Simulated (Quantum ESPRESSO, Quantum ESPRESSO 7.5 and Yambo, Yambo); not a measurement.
# Quasiparticle gap of BiOCl (P4/nmm) in Yambo

Aim: the G0W0 gap of BiOCl (P4/nmm) on PBEsol, step by step.

Main program and level: Quantum ESPRESSO 7.5 and Yambo 5.3.0; PBEsol and many-body steps on it, plane waves.

**Experimental background.**

- Gap 3.36 eV: optical gap from Kubelka-Munk/Tauc analysis; UV-vis diffuse reflectance; powder (solvothermal hierarchical microspheres made without additive) (“Hydrothermal Crystallization of Bismuth Oxychlorides (BiOCl) Using Different Shape Control Reagents”, 2021, pmc:8123882).

- Gap 3.44 eV: optical gap from Tauc plot; UV-vis diffuse reflectance; powder (hydrothermal powder) (“Synergistic Piezo-Photocatalysis of BiOCl/NaNbO3 Heterojunction Piezoelectric Composite for High-Efficient Organic Pollutant Degradation”, 2022, pmc:8839476).

This is a report of a sequence of runs, with most program output left out.

## (1) Set-up

The structure is tetragonal, space group P4/nmm (No. 129). The conventional cell has a = 3.886 Å, b = 3.886 Å, c = 7.349 Å, α = 90.00°, β = 90.00°, γ = 90.00°. Nearest to Bi lie 4 O at 2.31 Å and 4 Cl at 3.06 Å. Nearest to Cl lie 4 Bi at 3.06 Å. Nearest to O lie 4 Bi at 2.31 Å. Farther neighbours and most contacts between anions are not listed.

Coordinates:

```cif
data_structure
_symmetry_space_group_name_H-M 'P4/nmm:1'
_symmetry_Int_Tables_number 129
_cell_length_a 3.8855
_cell_length_b 3.8855
_cell_length_c 7.3489
_cell_angle_alpha 90.000
_cell_angle_beta 90.000
_cell_angle_gamma 90.000
_cell_volume 110.95
loop_
_atom_site_label
_atom_site_type_symbol
_atom_site_symmetry_multiplicity
_atom_site_Wyckoff_symbol
_atom_site_fract_x
_atom_site_fract_y
_atom_site_fract_z
_atom_site_occupancy
Bi1 Bi 2 c 0.50000 0.00000 0.32904 1
Cl1 Cl 2 c 0.00000 0.50000 0.14720 1
O1 O 2 b 0.00000 0.00000 0.50000 1
```

The cell and positions come from the Crystallography Open Database and are kept as given unless a step says otherwise. Spin-orbit coupling is left out unless a step names it.

## (2) Ground state

This step: Quantum ESPRESSO 7.5; DFT, PBEsol, plane waves, norm-conserving pseudopotentials.

The ground-state density comes first.

Input file pw.in:

```
&control
  calculation = 'scf'
  prefix = 'x'
  outdir = 'o'
  pseudo_dir = 'pseudo'
/
&system
  ibrav = 0
  nat = 6
  ntyp = 3
  ecutwfc = 76.0
  nbnd = 43
  force_symmorphic = .true.
/
&electrons
  conv_thr = 1e-10
  electron_maxstep = 80
  mixing_beta = 0.5
/
ATOMIC_SPECIES
  Bi 208.98 Bi.upf
  Cl 35.45 Cl.upf
  O 15.999 O.upf
CELL_PARAMETERS angstrom
  3.8855100000 0.0000000000 0.0000000000
  0.0000000000 3.8855100000 0.0000000000
  0.0000000000 0.0000000000 7.3489000000
ATOMIC_POSITIONS crystal
  Bi 0.5000000000 0.0000000000 0.3290400000
  Bi 0.0000000000 0.5000000000 0.6709600000
  Cl 0.0000000000 0.5000000000 0.1472000000
  Cl 0.5000000000 0.0000000000 0.8528000000
  O 0.0000000000 0.0000000000 0.5000000000
  O 0.5000000000 0.5000000000 0.5000000000
K_POINTS automatic
  6 6 4 0 0 0
```

Run with:

```sh
$ OMP_NUM_THREADS=1 mpirun -n 4 pw.x -nk 4 -in pw.in > pw.out
```

It took 66 s on 4 MPI ranks of Arm Neoverse V1, shared host; peak memory 0.6 GiB.

This step gave:

```yaml
total_energy: -14419.4044 eV
gap: 2.593 eV
k_of_the_valence_top: 0, 0.3333, -0.5
k_of_the_conduction_bottom: 0, 0, -0.5
least_direct_gap: 2.931 eV
```

The gap is indirect, with the least direct gap 0.34 eV higher.

## (3) Bands along the symmetry lines

The cheap functional maps the bands first; the places of the edges decide which points the dearer methods must see.

Input file pw.in:

```
&control
  calculation = 'bands'
  prefix = 'x'
  outdir = 'o'
  pseudo_dir = 'pseudo'
/
&system
  ibrav = 0
  nat = 6
  ntyp = 3
  ecutwfc = 76.0
  nbnd = 42
  force_symmorphic = .true.
/
&electrons
  conv_thr = 1e-9
  electron_maxstep = 80
  diago_full_acc = .true.
  diago_thr_init = 5e-6
/
ATOMIC_SPECIES
  Bi 208.98 Bi.upf
  Cl 35.45 Cl.upf
  O 15.999 O.upf
CELL_PARAMETERS angstrom
  3.8855100000 0.0000000000 0.0000000000
  0.0000000000 3.8855100000 0.0000000000
  0.0000000000 0.0000000000 7.3489000000
ATOMIC_POSITIONS crystal
  Bi 0.5000000000 0.0000000000 0.3290400000
  Bi 0.0000000000 0.5000000000 0.6709600000
  Cl 0.0000000000 0.5000000000 0.1472000000
  Cl 0.5000000000 0.0000000000 0.8528000000
  O 0.0000000000 0.0000000000 0.5000000000
  O 0.5000000000 0.5000000000 0.5000000000
K_POINTS crystal
  75
  0.00000000 0.00000000 0.00000000 1
  0.00000000 0.06250000 0.00000000 1
  0.00000000 0.12500000 0.00000000 1
  0.00000000 0.18750000 0.00000000 1
  0.00000000 0.25000000 0.00000000 1
  0.00000000 0.31250000 0.00000000 1
  0.00000000 0.37500000 0.00000000 1
  0.00000000 0.43750000 0.00000000 1
  0.00000000 0.50000000 0.00000000 1
  0.06250000 0.50000000 0.00000000 1
  0.12500000 0.50000000 0.00000000 1
  0.18750000 0.50000000 0.00000000 1
  0.25000000 0.50000000 0.00000000 1
  0.31250000 0.50000000 0.00000000 1
  0.37500000 0.50000000 0.00000000 1
  0.43750000 0.50000000 0.00000000 1
  0.50000000 0.50000000 0.00000000 1
  0.43750000 0.43750000 0.00000000 1
  0.37500000 0.37500000 0.00000000 1
  0.31250000 0.31250000 0.00000000 1
  0.25000000 0.25000000 0.00000000 1
  0.18750000 0.18750000 0.00000000 1
  0.12500000 0.12500000 0.00000000 1
  0.06250000 0.06250000 0.00000000 1
  0.00000000 0.00000000 0.00000000 1
  0.00000000 0.00000000 0.06250000 1
  0.00000000 0.00000000 0.12500000 1
  0.00000000 0.00000000 0.18750000 1
  0.00000000 0.00000000 0.25000000 1
  0.00000000 0.00000000 0.31250000 1
  0.00000000 0.00000000 0.37500000 1
  0.00000000 0.00000000 0.43750000 1
  0.00000000 0.00000000 0.50000000 1
  0.00000000 0.06250000 0.50000000 1
  0.00000000 0.12500000 0.50000000 1
  0.00000000 0.18750000 0.50000000 1
  0.00000000 0.25000000 0.50000000 1
  0.00000000 0.31250000 0.50000000 1
  0.00000000 0.37500000 0.50000000 1
  0.00000000 0.43750000 0.50000000 1
  0.00000000 0.50000000 0.50000000 1
  0.06250000 0.50000000 0.50000000 1
  0.12500000 0.50000000 0.50000000 1
  0.18750000 0.50000000 0.50000000 1
  0.25000000 0.50000000 0.50000000 1
  0.31250000 0.50000000 0.50000000 1
  0.37500000 0.50000000 0.50000000 1
  0.43750000 0.50000000 0.50000000 1
  0.50000000 0.50000000 0.50000000 1
  0.43750000 0.43750000 0.50000000 1
  0.37500000 0.37500000 0.50000000 1
  0.31250000 0.31250000 0.50000000 1
  0.25000000 0.25000000 0.50000000 1
  0.18750000 0.18750000 0.50000000 1
  0.12500000 0.12500000 0.50000000 1
  0.06250000 0.06250000 0.50000000 1
  0.00000000 0.00000000 0.50000000 1
  0.00000000 0.50000000 0.00000000 1
  0.00000000 0.50000000 0.06250000 1
  0.00000000 0.50000000 0.12500000 1
  0.00000000 0.50000000 0.18750000 1
  0.00000000 0.50000000 0.25000000 1
  0.00000000 0.50000000 0.31250000 1
  0.00000000 0.50000000 0.37500000 1
  0.00000000 0.50000000 0.43750000 1
  0.00000000 0.50000000 0.50000000 1
  0.50000000 0.50000000 0.00000000 1
  0.50000000 0.50000000 0.06250000 1
  0.50000000 0.50000000 0.12500000 1
  0.50000000 0.50000000 0.18750000 1
  0.50000000 0.50000000 0.25000000 1
  0.50000000 0.50000000 0.31250000 1
  0.50000000 0.50000000 0.37500000 1
  0.50000000 0.50000000 0.43750000 1
  0.50000000 0.50000000 0.50000000 1
```

Wall time 31 s (4 MPI ranks); peak memory 0.43 GiB; 2.1 min of CPU time.

This step gave:

| Property | Result |
| --- | --- |
| gap | 2.547 eV |
| k of the valence top | 0, 0.4375, 0.5 |
| k of the conduction bottom | 0, 0, 0.5 |
| least direct gap | 2.931 eV |

The gap is 2.547 eV, −0.046 eV from the run before at this level.

The electronic bands at the labelled points (eV, zero at the top of the highest filled band):

```csv
point,band 33,band 34,band 35,band 36,band 37,band 38,band 39,band 40
Γ,-1.06,-1.06,-0.99,-0.78,3.05,3.75,5.30,5.30
halfway,-1.05,-0.54,-0.38,-0.29,4.29,4.65,4.80,5.00
X,-0.92,-0.92,-0.09,-0.09,4.55,4.55,5.19,5.19
halfway,-1.05,-1.05,-0.70,-0.70,4.54,4.54,5.40,5.40
M,-0.72,-0.72,-0.66,-0.66,4.06,4.06,5.81,5.81
halfway,-0.84,-0.64,-0.52,-0.39,3.92,5.02,5.17,5.49
Γ,-1.06,-1.06,-0.99,-0.78,3.05,3.75,5.30,5.30
halfway,-0.92,-0.92,-0.74,-0.54,2.79,3.36,5.31,5.31
Z,-0.79,-0.79,-0.39,-0.38,2.55,2.93,5.31,5.31
halfway,-0.86,-0.81,-0.58,-0.16,4.02,4.30,5.14,5.25
R,-0.71,-0.71,-0.08,-0.08,4.35,4.35,5.28,5.28
halfway,-0.94,-0.94,-0.66,-0.66,4.06,4.06,5.77,5.77
A,-1.41,-1.41,-0.66,-0.66,4.47,4.47,6.03,6.03
halfway,-0.94,-0.80,-0.61,-0.34,3.43,4.80,5.29,5.53
Z,-0.79,-0.79,-0.39,-0.38,2.55,2.93,5.31,5.31
jump to X,-0.92,-0.92,-0.09,-0.09,4.55,4.55,5.19,5.19
halfway,-0.80,-0.80,-0.09,-0.09,4.45,4.45,5.23,5.23
R,-0.71,-0.71,-0.08,-0.08,4.35,4.35,5.28,5.28
jump to M,-0.72,-0.72,-0.66,-0.66,4.06,4.06,5.81,5.81
halfway,-1.03,-1.03,-0.66,-0.66,4.26,4.26,5.93,5.93
A,-1.41,-1.41,-0.66,-0.66,4.47,4.47,6.03,6.03
```

## (4) Empty states on the mesh, 4×4×2 mesh, 199 bands

The sums over transitions need many empty states on a uniform mesh; this step solves for them.

Input file pw.in:

```
&control
  calculation = 'nscf'
  prefix = 'x'
  outdir = 'o'
  pseudo_dir = 'pseudo'
/
&system
  ibrav = 0
  nat = 6
  ntyp = 3
  ecutwfc = 76.0
  nbnd = 199
  force_symmorphic = .true.
/
&electrons
  conv_thr = 1e-9
  electron_maxstep = 80
  diago_full_acc = .true.
  diago_thr_init = 5e-6
/
ATOMIC_SPECIES
  Bi 208.98 Bi.upf
  Cl 35.45 Cl.upf
  O 15.999 O.upf
CELL_PARAMETERS angstrom
  3.8855100000 0.0000000000 0.0000000000
  0.0000000000 3.8855100000 0.0000000000
  0.0000000000 0.0000000000 7.3489000000
ATOMIC_POSITIONS crystal
  Bi 0.5000000000 0.0000000000 0.3290400000
  Bi 0.0000000000 0.5000000000 0.6709600000
  Cl 0.0000000000 0.5000000000 0.1472000000
  Cl 0.5000000000 0.0000000000 0.8528000000
  O 0.0000000000 0.0000000000 0.5000000000
  O 0.5000000000 0.5000000000 0.5000000000
K_POINTS automatic
  4 4 2 0 0 0
```

Wall time 71 s (4 MPI ranks); peak memory 0.82 GiB; 4.7 min of CPU time.

This step gave:

```yaml
gap: 2.627 eV
k_of_the_valence_top: 0, -0.5, -0.5
k_of_the_conduction_bottom: 0, 0, -0.5
least_direct_gap: 2.931 eV
k_points_computed: 12
lowest_point_of_the_top_converged_band_above_the_valence_top: 66.3773 eV
```

On this mesh the gap is 2.627 eV. The earlier step found 2.593 eV, so this mesh misses an edge.

## (5) Conversion and set-up

This step: Yambo 5.3.0; conversion and set-up on PBEsol, plane waves, norm-conserving pseudopotentials.

The states are converted to the many-body program's format and the q mesh is built.

Run with:

```sh
$ (cd o/x.save; p2y > p2y.log; mv SAVE ../..); yambo > setup.log
```

Elapsed: 3.4 s, on 1 MPI rank; peak memory 0.25 GiB.

## (6) Screening and self-energy, 4×4×2 mesh, 199 bands, screening to 149.7 eV

Now the one-shot GW correction: screening in the RPA, then the self-energy of the levels asked for.

This step: G0W0 on PBEsol, plane waves, norm-conserving pseudopotentials.

Input file gw1.in:

```
HF_and_locXC
gw0
dyson
ppa
em1d
rim_cut
RandQpts= 1000000
RandGvec= 1 RL
EXXRLvcs= 76 Ry
VXCRLvcs= 304 Ry
Chimod= "HARTREE"
% BndsRnXp
 1 | 199 |
%
NGsBlkXp= 11 Ry
% LongDrXp
 1 | 1 | 1 |
%
% GbndRnge
 1 | 199 |
%
DysSolver= "n"
ExtendOut
PPAPntXp= 27.21138 eV
% QPkrange
 1 | 12 | 27 | 40 |
%
```

Run with:

```sh
$ OMP_NUM_THREADS=1 mpirun -n 4 yambo -F gw1.in -J gw1 -C gw1 > gw1.log
```

Wall time 48 min (4 MPI ranks); peak memory 3.9 GiB.

This step gave:

```
G0W0 gap on the mesh                         : 3.605 eV
starting gap on the mesh                     : 2.627 eV
k of the valence top                         : 0, 0.25, -0.5
k of the conduction bottom                   : 0, 0, -0.5
least direct G0W0 gap on the computed points : 3.772 eV
Z at the valence top                         : 0.7844
Z at the conduction bottom                   : 0.8324
```

The gap on the mesh goes from 2.63 eV to 3.60 eV, a correction of +0.98 eV. The start differs from the 2.59 eV found before because the two sample other k points.

Limits: finite bands, cutoff and mesh; no spin-orbit coupling; coarse k mesh. v1 is the top filled band, c1 the lowest empty one. The levels before and after the correction (eV, zero at the valence-band top of each column):

```csv
,conduction bottom,valence top
Kohn-Sham,2.63,0.00
G0W0,3.60,0.00
```

```csv
,level,energy (eV)
Kohn-Sham,(0 0 -0.5) v3,-0.709
Kohn-Sham,(0 0 -0.5) v2,-0.309
Kohn-Sham,(0 0 -0.5) v1,-0.304
Kohn-Sham,(0 0 -0.5) c1,2.627
Kohn-Sham,(0 0 -0.5) c2,3.010
Kohn-Sham,(0 0 -0.5) c3,5.393
Kohn-Sham,(0 0.25 -0.5) v3,-0.729
Kohn-Sham,(0 0.25 -0.5) v2,-0.500
Kohn-Sham,(0 0.25 -0.5) v1,-0.081
Kohn-Sham,(0 0.25 -0.5) c1,4.101
Kohn-Sham,(0 0.25 -0.5) c2,4.377
Kohn-Sham,(0 0.25 -0.5) c3,5.224
G0W0,(0 0 -0.5) v3,-1.273
G0W0,(0 0 -0.5) v2,-0.167
G0W0,(0 0 -0.5) v1,-0.883
G0W0,(0 0 -0.5) c1,3.605
G0W0,(0 0 -0.5) c2,4.077
G0W0,(0 0 -0.5) c3,6.661
G0W0,(0 0.25 -0.5) v3,-1.325
G0W0,(0 0.25 -0.5) v2,-0.895
G0W0,(0 0.25 -0.5) v1,0.000
G0W0,(0 0.25 -0.5) c1,5.269
G0W0,(0 0.25 -0.5) c2,5.572
G0W0,(0 0.25 -0.5) c3,6.465
```

## (7) Where the time went

Times are wall times on the hardware named with each run, good to a factor of about two.

```csv
step,time,share,memory (GiB)
ground state,66 s,2 %,0.6
bands along the symmetry lines,31 s,1 %,0.43
empty states on the mesh,71 s,2 %,0.82
conversion and set-up,3.4 s,0 %,0.25
screening and self-energy,48 min,94 %,3.9
```

## (8) Results

```yaml
pbesol_gap: 2.55 eV, indirect
g0w0_gap_on_the_mesh: 3.60 eV
g0w0_gap_over_the_zone_rigid_shift: 3.53 eV
gw_settings: 4×4×2 mesh, 199 bands, screening to 149.7 eV, Godby-Needs plasmon pole
known_limits: not at the basis limit; no spin-orbit coupling; coarse k mesh
```

What this shows: G0W0 moves the gap on the mesh from 2.63 eV to 3.60 eV (+0.98 eV), with Z of 0.78 and 0.83 at the edges. The mesh misses the band edges by 0.08 eV in all; a rigid shift gives 3.53 eV for the zone. The dearest step here is «screening and self-energy». Against experiment, by G0W0@PBEsol: the gap of 3.53 eV lies +0.17 eV from the measured 3.36 eV (optical, 2021); the gap of 3.53 eV lies +0.09 eV from the measured 3.44 eV (optical, 2022). An exciton line or allowed optical edge lies below the quasiparticle gap by the binding energy; a forbidden edge can push the onset above it. The calculation has static nuclei and no excitons; a measured gap holds zero-point and thermal motion, which mostly lowers it. With atoms this heavy the missing spin-orbit coupling can matter too. Bands and cutoff are finite, so the gap is not at the basis limit. The miss can reach some tenths of an eV and take either sign; the mesh is an error of its own. A denser mesh or path gives a starting gap of 2.55 eV: the GW mesh misses a band edge, so its gaps are not the fundamental one. The 4×4×2 mesh is coarse for this cell, which bears on the long-range parts of exchange and screening. Where an edge is built on 6p states of lead, bismuth or thallium, scalar-relativistic gaps usually stand too wide, by a few tenths to over one eV.

[Paths, hosts, dates, memory and timing lines, banners, echoed tables and standing remarks are left out of the program output.]

[Logs are printed without paths, hosts, clocks, repeated set-up lines and the standing remarks that a program may print on its own settings, such as how far it seeks lower states.]

[Runs of the session that timed out or met a known fault of the program may be left out.]

[Hosts, paths, dates, database ids (printed as entryN), source tags and the programs' standing remarks are cut or masked in the printed files.]
